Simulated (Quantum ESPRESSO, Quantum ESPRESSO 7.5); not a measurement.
## Pt(111), 5 layers: cutoff convergence

Wanted: the cheapest sound input for Pt(111), 5 layers, from a series that sets result against time.

Program: Quantum ESPRESSO 7.5. Level of theory: plane-wave DFT, PBE, SG15 norm-conserving pseudopotentials. Results are calculated unless marked as measured.

## Step 1: Set-up

The cell holds 5 atoms: 5 Pt. Cell: a = 2.772 Å, b = 2.772 Å, c = 25.053 Å, α = 90.0°, β = 90.0°, γ = 60.0°. It derives from Pt. Vacuum lies along c.

## Step 2: Ground state: ecutwfc 90 Ry, ecutrho 360 Ry

The first run is the reference of the series.

Input file c0.in:

```
&control
  prefix = 'c0'
  outdir = './out'
  pseudo_dir = './pseudo'
  calculation = 'scf'
  tprnfor = .true.
/
&system
  ibrav = 0
  nat = 5
  ntyp = 1
  ecutwfc = 90
  ecutrho = 360
  occupations = 'smearing'
  smearing = 'mv'
  degauss = 0.02
  assume_isolated = 'esm'
  esm_bc = 'bc1'
/
&electrons
  conv_thr = 1e-07
  mixing_beta = 0.4
  electron_maxstep = 120
  mixing_mode = 'local-TF'
/
ATOMIC_SPECIES
  Pt  195.0840  Pt_ONCV_PBE-1.2.upf
CELL_PARAMETERS angstrom
  2.77185858225127 0.00000000000000 0.00000000000000
  1.38592929112563 2.40049994792751 0.00000000000000
  0.00000000000000 0.00000000000000 25.05285222089334
ATOMIC_POSITIONS crystal
  Pt  0.666666666700 0.666666666700 -0.180675081246
  Pt  0.000000000000 0.000000000000 -0.090337540623
  Pt  0.333333333300 0.333333333300 0.000000000000
  Pt  0.666666666700 0.666666666700 0.090337540623
  Pt  0.000000000000 0.000000000000 0.180675081246
K_POINTS automatic
  12 12 1 0 0 0
```

Command:

```console
OMP_NUM_THREADS=1 mpirun -n 4 pw.x -nk 4 -in c0.in > c0.out
```

What it wrote:

```text
Program PWSCF v.7.5 starts
[citation notice left out]

     Parallel version (MPI & OpenMP), running on       4 processor cores
     Number of MPI processes:                 4
     Threads/MPI process:                     1

     MPI processes distributed on     1 nodes
[...]
Current dimensions of program PWSCF are:
     Max number of different atomic species (ntypx) = 10
     Max number of k-points (npk) =  40000
     Max angular momentum in pseudopotentials (lmaxx) =  4
     Message from routine setup:
     using ibrav=0 with symmetry is DISCOURAGED, use correct ibrav instead

     K-points division:     npool     =       4
     Subspace diagonalization in iterative solution of the eigenvalue problem:
     a serial algorithm will be used

     G-vector sticks info
     --------------------
     sticks:   dense  smooth     PW     G-vecs:    dense   smooth      PW
     Sum         673     673    199               129693   129693   21343

     Using Slab Decomposition

     bravais-lattice index     =            0
     lattice parameter (alat)  =       5.2381  a.u.
     unit-cell volume          =    1124.9327 (a.u.)^3
     number of atoms/cell      =            5
     number of atomic types    =            1
     number of electrons       =        90.00
     number of Kohn-Sham states=           54
     kinetic-energy cutoff     =      90.0000  Ry
     charge density cutoff     =     360.0000  Ry
     scf convergence threshold =      1.0E-07
     mixing beta               =       0.4000
     number of iterations used =            8  local-TF  mixing
     Exchange-correlation= PBE
                           (   1   4   3   4   0   0   0)

     Effective Screening Medium Method
     =================================
     Boundary Conditions: Vacuum-Slab-Vacuum
     total charge in unit cell        =   0.0000
     grid points for fit at edges     =        4

     celldm(1)=   5.238054  celldm(2)=   0.000000  celldm(3)=   0.000000
     celldm(4)=   0.000000  celldm(5)=   0.000000  celldm(6)=   0.000000

     crystal axes: (cart. coord. in units of alat)
               a(1) = (   1.000000   0.000000   0.000000 )
               a(2) = (   0.500000   0.866025   0.000000 )
               a(3) = (   0.000000   0.000000   9.038287 )

     reciprocal axes: (cart. coord. in units 2 pi/alat)
               b(1) = (  1.000000 -0.577350  0.000000 )
               b(2) = (  0.000000  1.154701  0.000000 )
               b(3) = (  0.000000  0.000000  0.110640 )

     PseudoPot. # 1 for Pt read from file:
     ./pseudo/Pt_ONCV_PBE-1.2.upf
     Pseudo is Norm-conserving, Zval = 18.0
     Generated using ONCVPSP code by D. R. Hamann
     Using radial grid of  602 points,  8 beta functions with:
                l(1) =   0
                l(2) =   0
                l(3) =   1
                l(4) =   1
                l(5) =   2
                l(6) =   2
                l(7) =   3
                l(8) =   3

     atomic species   valence    mass     pseudopotential
     Pt               18.00   195.08400     Pt( 1.00)

     12 Sym. Ops., with inversion, found ( 6 have fractional translation)

   Cartesian axes

     site n.     atom                  positions (alat units)
         1        Pt     tau(   1) = (   1.0000000   0.5773503  -1.6329932  )
         2        Pt     tau(   2) = (   0.0000000   0.0000000  -0.8164966  )
         3        Pt     tau(   3) = (   0.5000000   0.2886751   0.0000000  )
         4        Pt     tau(   4) = (   1.0000000   0.5773503   0.8164966  )
         5        Pt     tau(   5) = (   0.0000000   0.0000000   1.6329932  )

     number of k points=    19  Marzari-Vanderbilt smearing, width (Ry)=  0.0200
                       cart. coord. in units 2pi/alat
        k(    1) = (   0.0000000   0.0000000   0.0000000), wk =   0.0138889
        k(    2) = (   0.0000000   0.0962250   0.0000000), wk =   0.0833333
        k(    3) = (   0.0000000   0.1924501   0.0000000), wk =   0.0833333
        k(    4) = (   0.0000000   0.2886751   0.0000000), wk =   0.0833333
        k(    5) = (   0.0000000   0.3849002   0.0000000), wk =   0.0833333
        k(    6) = (   0.0000000   0.4811252   0.0000000), wk =   0.0833333
        k(    7) = (   0.0000000  -0.5773503   0.0000000), wk =   0.0416667
        k(    8) = (   0.0833333   0.1443376   0.0000000), wk =   0.0833333
        k(    9) = (   0.0833333   0.2405626   0.0000000), wk =   0.1666667
        k(   10) = (   0.0833333   0.3367877   0.0000000), wk =   0.1666667
[...]
k(   19) = (   0.3333333  -0.5773503   0.0000000), wk =   0.0277778

     Dense  grid:   129693 G-vectors     FFT dimensions: (  36,  36, 288)

     Estimated max dynamical RAM per process >     259.28 MB

     Estimated total dynamical RAM >     942.12 MB

     Initial potential from superposition of free atoms

     starting charge      89.8655, renormalised to      90.0000

     negative rho (up, down):  1.767E-04 0.000E+00
     Starting wfcs are random

     total cpu time spent up to now is        3.3 secs

     per-process dynamical memory:   186.0 Mb

     Self-consistent Calculation

     iteration #  1     ecut=    90.00 Ry     beta= 0.40
     Davidson diagonalization with overlap
     c_bands:  5 eigenvalues not converged
     ethr =  1.00E-02,  avg # of iterations = 52.2

     Threshold (ethr) on eigenvalues was too large:
     Diagonalizing with lowered threshold

     Davidson diagonalization with overlap
     c_bands:  3 eigenvalues not converged
     c_bands:  2 eigenvalues not converged
     ethr =  5.04E-04,  avg # of iterations = 16.4

     negative rho (up, down):  1.674E-06 0.000E+00

     total cpu time spent up to now is       94.0 secs

     total energy              =   -1212.92612202 Ry
     estimated scf accuracy    <       0.21121127 Ry

     iteration #  2     ecut=    90.00 Ry     beta= 0.40
[...]
total energy              =   -1212.95313366 Ry
     estimated scf accuracy    <       0.02248875 Ry

     iteration #  3     ecut=    90.00 Ry     beta= 0.40
[...]
c_bands:  2 eigenvalues not converged
     c_bands:  2 eigenvalues not converged
     c_bands:  2 eigenvalues not converged
     c_bands:  1 eigenvalues not converged
[...]
total energy              =   -1213.00450472 Ry
     estimated scf accuracy    <       0.01245213 Ry

     iteration #  4     ecut=    90.00 Ry     beta= 0.40
[...]
c_bands:  1 eigenvalues not converged
[...]
total energy              =   -1213.00456666 Ry
     estimated scf accuracy    <       0.00510354 Ry

     iteration #  5     ecut=    90.00 Ry     beta= 0.40
[...]
c_bands:  1 eigenvalues not converged
[...]
total energy              =   -1213.00586634 Ry
     estimated scf accuracy    <       0.00080150 Ry

     iteration #  6     ecut=    90.00 Ry     beta= 0.40
[...]
c_bands:  2 eigenvalues not converged
[...]
total energy              =   -1213.00695527 Ry
     estimated scf accuracy    <       0.00047406 Ry

     iteration #  7     ecut=    90.00 Ry     beta= 0.40
[...]
total energy              =   -1213.00706292 Ry
     estimated scf accuracy    <       0.00038879 Ry

     iteration #  8     ecut=    90.00 Ry     beta= 0.40
[...]
total energy              =   -1213.00701459 Ry
     estimated scf accuracy    <       0.00009698 Ry

     iteration #  9     ecut=    90.00 Ry     beta= 0.40
[...]
c_bands:  1 eigenvalues not converged
     c_bands:  1 eigenvalues not converged
     c_bands:  2 eigenvalues not converged
[...]
total energy              =   -1213.00685809 Ry
     estimated scf accuracy    <       0.00008142 Ry

     iteration # 10     ecut=    90.00 Ry     beta= 0.40
[...]
total energy              =   -1213.00658861 Ry
     estimated scf accuracy    <       0.00002716 Ry

     iteration # 11     ecut=    90.00 Ry     beta= 0.40
[...]
c_bands:  1 eigenvalues not converged
[...]
total energy              =   -1213.00622382 Ry
     estimated scf accuracy    <       0.00000882 Ry

     iteration # 12     ecut=    90.00 Ry     beta= 0.40
[...]
negative rho (up, down):  1.103E-07 0.000E+00

[...]
total energy              =   -1213.00605771 Ry
     estimated scf accuracy    <       0.00000740 Ry

     iteration # 13     ecut=    90.00 Ry     beta= 0.40
[...]
c_bands:  1 eigenvalues not converged
[...]
negative rho (up, down):  5.281E-07 0.000E+00

[...]
total energy              =   -1213.00596674 Ry
     estimated scf accuracy    <       0.00000443 Ry

     iteration # 14     ecut=    90.00 Ry     beta= 0.40
[...]
End of self-consistent calculation

          k = 0.0000 0.0000 0.0000 ( 16121 PWs)   bands (ev):

  -104.4524-104.3470-104.3457-103.8708-103.8708 -58.7255 -58.5136 -58.3858
   -58.3858 -58.3850 -58.2796 -58.2796 -58.2739 -58.2739 -57.8835 -57.8835
   -57.8835 -57.8835 -57.7757 -57.7746 -15.5747 -14.5630 -13.4841 -12.8411
   -12.7885  -9.6809  -9.5525  -9.4594  -9.4594  -9.3495  -9.3495  -9.1829
    -9.1829  -9.1111  -8.7716  -8.7716  -8.7390  -8.7390  -8.1236  -7.3540
    -7.3540  -7.1615  -7.1615  -6.6792  -6.6792  -6.0038  -6.0038  -5.8882
    -5.6786  -5.6786  -5.2096  -0.3707  -0.0303   0.6138

          k = 0.0000 0.0962 0.0000 ( 16117 PWs)   bands (ev):

  -104.4509-104.3455-104.3442-103.8693-103.8693 -58.7181 -58.5152 -58.4053
   -58.3924 -58.3891 -58.3012 -58.2985 -58.2857 -58.2795 -57.9074 -57.9074
   -57.8894 -57.8894 -57.7732 -57.7724 -15.3298 -14.3249 -13.2435 -12.6128
   -12.5476  -9.8670  -9.7893  -9.6169  -9.3104  -9.2981  -9.2804  -9.2228
    -9.1220  -9.0015  -8.8641  -8.7811  -8.6237  -8.5636  -8.4564  -7.5533
    -7.5210  -7.1238  -7.1192  -6.8686  -6.6769  -6.6355  -6.0937  -6.0002
    -5.6643  -4.8728  -4.0066  -0.2078   0.1582   0.7439

          k = 0.0000 0.1925 0.0000 ( 16134 PWs)   bands (ev):

  -104.4466-104.3414-104.3404-103.8653-103.8653 -58.6983 -58.5344 -58.4446
   -58.4103 -58.4090 -58.3685 -58.3464 -58.3023 -58.2946 -57.9723 -57.9721
   -57.9056 -57.9056 -57.7668 -57.7663 -14.6443 -13.6812 -12.6208 -12.0346
   -11.9203 -10.3986 -10.0742  -9.9900  -9.7389  -9.4372  -9.1751  -9.0103
    -8.9579  -8.9464  -8.7657  -8.6594  -8.4876  -8.3040  -8.0689  -7.9888
    -7.6091  -7.5899  -7.2984  -7.1162  -6.6695  -6.6013  -5.9990  -5.6298
    -5.4003  -3.7815  -2.4492   0.2515   0.7233   1.1391

          k = 0.0000 0.2887 0.0000 ( 16208 PWs)   bands (ev):

  -104.4408-104.3359-104.3352-103.8598-103.8598 -58.6741 -58.6004 -58.4765
   -58.4635 -58.4443 -58.4346 -58.3783 -58.3250 -58.3154 -58.0592 -58.0588
   -57.9276 -57.9276 -57.7585 -57.7583 -13.7069 -12.9068 -12.0869 -11.6008
   -11.3034 -10.9906 -10.4483 -10.1316  -9.9956  -9.4923  -9.1917  -9.1069
    -8.8873  -8.8717  -8.4667  -8.4147  -8.2670  -7.9951  -7.7064  -7.6876
    -7.3718  -7.1993  -7.1178  -6.8657  -6.5864  -6.2036  -6.0066  -5.5908
    -4.6595  -2.8013  -0.9108   0.9421   1.6308   1.8924

          k = 0.0000 0.3849 0.0000 ( 16224 PWs)   bands (ev):

  -104.4350-104.3303-104.3299-103.8543-103.8543 -58.6847 -58.6638 -58.5537
   -58.5225 -58.4588 -58.4508 -58.3981 -58.3477 -58.3361 -58.1433 -58.1428
   -57.9496 -57.9496 -57.7507 -57.7506 -12.9621 -12.4441 -12.1045 -11.7255
   -11.4676 -11.2993 -10.8770 -10.0981  -9.6715  -9.2838  -9.2483  -9.0585
    -8.9694  -8.3166  -8.2584  -7.7843  -7.6910  -7.4850  -6.9078  -6.7864
    -6.6877  -6.6340  -6.3869  -6.1751  -6.1343  -5.9408  -5.7320  -5.5396
    -3.9111  -1.9113   0.3963   1.9195   2.7425   3.1236

          k = 0.0000 0.4811 0.0000 ( 16252 PWs)   bands (ev):

  -104.4308-104.3263-104.3261-103.8503-103.8503 -58.7467 -58.6861 -58.6198
   -58.5250 -58.4764 -58.4584 -58.4130 -58.3642 -58.3513 -58.2024 -58.2013
   -57.9656 -57.9656 -57.7451 -57.7450 -12.7549 -12.4792 -12.1297 -12.0034
   -11.6940 -11.4788 -11.1726 -10.2225  -9.6667  -9.5056  -9.2222  -8.8019
    -8.4911  -8.4155  -7.4744  -7.4058  -6.8126  -6.4072  -6.2598  -5.9337
    -5.8893  -5.7483  -5.7294  -5.5486  -5.3774  -5.3083  -5.0705  -4.8758
    -3.0581  -1.0211   0.2869   1.0194   1.7420   2.6288

[...]
the Fermi energy is    -5.6671 ev

!    total energy              =   -1213.00594190 Ry
     estimated scf accuracy    <       0.00000008 Ry
     smearing contrib. (-TS)   =      -0.00189318 Ry
     internal energy E=F+TS    =   -1213.00404872 Ry

     The total energy is F=E-TS. E is the sum of the following terms:
     one-electron contribution =   29820.43676303 Ry
     hartree contribution      =  -14953.57501591 Ry
     xc contribution           =    -116.05087029 Ry
     ewald contribution        =  -15963.81492555 Ry

     convergence has been achieved in  14 iterations

     Forces acting on atoms (cartesian axes, Ry/au):

     atom    1 type  1   force =     0.00000000    0.00000000   -0.02412673
     atom    2 type  1   force =     0.00000000   -0.00000000    0.01035598
     atom    3 type  1   force =     0.00000000   -0.00000000    0.00000000
     atom    4 type  1   force =     0.00000000    0.00000000   -0.01035598
     atom    5 type  1   force =    -0.00000000   -0.00000000    0.02412673

     Total force =     0.037131     Total SCF correction =     0.001227

[...]
=------------------------------------------------------------------------------=
   JOB DONE.
=------------------------------------------------------------------------------=
[...]
```

The job ended after 3.5 min (4 MPI ranks of Intel Xeon 6975P-C (Granite Rapids), shared host; peak memory 1.1 GiB).

Read from the output:

```
free energy                                                    : -16503.7866 eV
Fermi energy                                                   : -5.667 eV
vacuum line at the lower end of the cell, over the Fermi level : 5.667 eV
vacuum line at the upper end of the cell, over the Fermi level : 5.667 eV
```

Electrostatic potential energy of an electron; zero at the Fermi level. Potential energy, planar mean against z:

| z (Å) | potential energy, planar mean (eV) |
| --- | --- |
| -12.5 | 5.67 |
| -12.0 | 5.67 |
| -11.5 | 5.67 |
| -11.0 | 5.67 |
| -10.5 | 5.67 |
| -10.0 | 5.67 |
| -9.5 | 5.67 |
| -9.0 | 5.67 |
| -8.5 | 5.67 |
| -8.0 | 5.66 |
| -7.5 | 5.65 |
| -7.0 | 5.60 |
| -6.5 | 5.38 |
| -6.0 | 4.49 |
| -5.5 | 0.578 |
| -5.0 | -17.7 |
| -4.5 | -41.5 |
| -4.0 | -14.5 |
| -3.5 | -0.617 |
| -3.0 | -5.72 |
| -2.5 | -34.0 |
| -2.0 | -32.5 |
| -1.5 | -4.97 |
| -1.0 | -1.17 |
| -0.5 | -16.4 |
| 0.0 | -42.2 |
| 0.5 | -16.4 |
| 1.0 | -1.17 |
| 1.5 | -4.97 |
| 2.0 | -32.5 |
| 2.5 | -34.0 |
| 3.0 | -5.72 |
| 3.5 | -0.617 |
| 4.0 | -14.5 |
| 4.5 | -41.5 |
| 5.0 | -17.7 |
| 5.5 | 0.578 |
| 6.0 | 4.49 |
| 6.5 | 5.38 |
| 7.0 | 5.60 |
| 7.5 | 5.65 |
| 8.0 | 5.66 |
| 8.5 | 5.67 |
| 9.0 | 5.67 |
| 9.5 | 5.67 |
| 10.0 | 5.67 |
| 10.5 | 5.67 |
| 11.0 | 5.67 |
| 11.5 | 5.67 |
| 12.0 | 5.67 |

The program's own clock; routines nest. Time by routine:

| routine | wall time (s) | calls |
| --- | --- | --- |
| PWSCF | 206.9 | 1 |
| electrons | 202.8 | 1 |
| c_bands | 186.4 | 15 |
| cegterg | 142.7 | 84 |
| h_psi | 103.3 | 1113 |
| vloc_psi | 77.27 | 1113 |
| fftw | 65.88 | 54228 |
| calbec | 13.81 | 1133 |
| h_psi:calbec | 13.34 | 1113 |
| add_vuspsi | 11.95 | 1113 |
| sum_band | 8.28 | 15 |
| mix_rho | 6.56 | 15 |
| init_run | 3.29 | 1 |
| ffts | 2.83 | 1198 |

The vacuum levels are read from the outermost 0.7 Å of the cell on either side.

The run needed 14 iterations to bring the estimated error under 1e-07 Ry; the largest force on any atom, held or free, is 0.62 eV/Å.

Inside the slab this potential holds the local part of the pseudopotentials, which can be repulsive at the nuclei; only its value in the vacuum has a meaning of its own.

## Step 3: SCF with pw.x: ecutwfc 75 Ry, ecutrho 300 Ry

c1.in, as its differences from the input of step 2:

```diff
@@ -1,3 +1,3 @@
 &control
-  prefix = 'c0'
+  prefix = 'c1'
   outdir = './out'
@@ -11,4 +11,4 @@
   ntyp = 1
-  ecutwfc = 90
-  ecutrho = 360
+  ecutwfc = 75
+  ecutrho = 300
   occupations = 'smearing'
```

Command:

```console
OMP_NUM_THREADS=1 mpirun -n 4 pw.x -nk 4 -in c1.in > c1.out
```

What it wrote:

```text
[banner, memory and clock lines left out]
Program PWSCF v.7.5 starts
[...]
Message from routine setup:
[...]
number of electrons       =        90.00
     number of Kohn-Sham states=           54
     kinetic-energy cutoff     =      75.0000  Ry
     charge density cutoff     =     300.0000  Ry
[...]
number of k points=    19  Marzari-Vanderbilt smearing, width (Ry)=  0.0200
[...]
Dense  grid:    98763 G-vectors     FFT dimensions: (  30,  30, 270)
[...]
negative rho (up, down):  2.179E-04 0.000E+00
     Starting wfcs are random
[...]
negative rho (up, down):  5.034E-06 0.000E+00
[...]
estimated scf accuracy    <       0.18757353 Ry
[...]
estimated scf accuracy    <       0.01975381 Ry
[...]
estimated scf accuracy    <       0.01106301 Ry
[...]
estimated scf accuracy    <       0.00393808 Ry
[...]
estimated scf accuracy    <       0.00070390 Ry
[...]
estimated scf accuracy    <       0.00040097 Ry
[...]
estimated scf accuracy    <       0.00033931 Ry
[...]
estimated scf accuracy    <       0.00010854 Ry
[...]
estimated scf accuracy    <       0.00011113 Ry
[...]
estimated scf accuracy    <       0.00005802 Ry
[...]
estimated scf accuracy    <       0.00031219 Ry
[...]
estimated scf accuracy    <       0.00000657 Ry
[...]
estimated scf accuracy    <       0.00002480 Ry
[...]
negative rho (up, down):  1.759E-06 0.000E+00
[...]
estimated scf accuracy    <       0.00001931 Ry
[...]
estimated scf accuracy    <       0.00000137 Ry
[...]
negative rho (up, down):  1.594E-07 0.000E+00
[...]
estimated scf accuracy    <       0.00000028 Ry
[...]
the Fermi energy is    -5.6693 ev
!    total energy              =   -1213.00585073 Ry
     estimated scf accuracy    <       0.00000008 Ry
     smearing contrib. (-TS)   =      -0.00189327 Ry
     internal energy E=F+TS    =   -1213.00395746 Ry
[...]
one-electron contribution =   29820.45587498 Ry
     hartree contribution      =  -14953.59460283 Ry
     xc contribution           =    -116.05030406 Ry
     ewald contribution        =  -15963.81492555 Ry
     convergence has been achieved in  17 iterations
[...]
Total force =     0.033749     Total SCF correction =     0.003371
[...]
```

Elapsed: 2.5 min, on 4 MPI ranks; peak memory 0.89 GiB; 10 min of CPU time.

This step gave:

* free energy: -16503.7854 eV
* Fermi energy: -5.669 eV
* vacuum line at the lower end of the cell, over the Fermi level: 5.669 eV
* vacuum line at the upper end of the cell, over the Fermi level: 5.669 eV

The program's own clock; routines nest. Time by routine:

| routine | wall time (s) | calls |
| --- | --- | --- |
| PWSCF | 151.8 | 1 |
| electrons | 149.4 | 1 |
| c_bands | 136.4 | 18 |
| cegterg | 116.4 | 101 |
| h_psi | 81.55 | 1196 |
| vloc_psi | 59.45 | 1196 |
| fftw | 51 | 63142 |
| calbec | 11.61 | 1216 |
| h_psi:calbec | 11.26 | 1196 |
| add_vuspsi | 10.2 | 1196 |
| sum_band | 6.43 | 18 |
| mix_rho | 5.54 | 18 |
| cdiaghg | 2.49 | 1175 |
| ffts | 2.18 | 1542 |

Counted from each run's own zero (the Fermi level), the vacuum level differs from the first run's by +2 meV.

(Continued in part 2 of 2.)

[Logs are printed without paths, hosts, clocks, repeated set-up lines and the standing remarks that a program may print on its own settings, such as how far it seeks lower states.]

[Hosts, paths, dates, database ids (printed as entryN), source tags and the programs' standing remarks are cut or masked in the printed files.]

[Maps of the electrostatic potential energy from Ansatz leave out the sawtooth potential of an applied field or a dipole correction, so their vacuum need not be flat; planar profiles and work functions include it.]
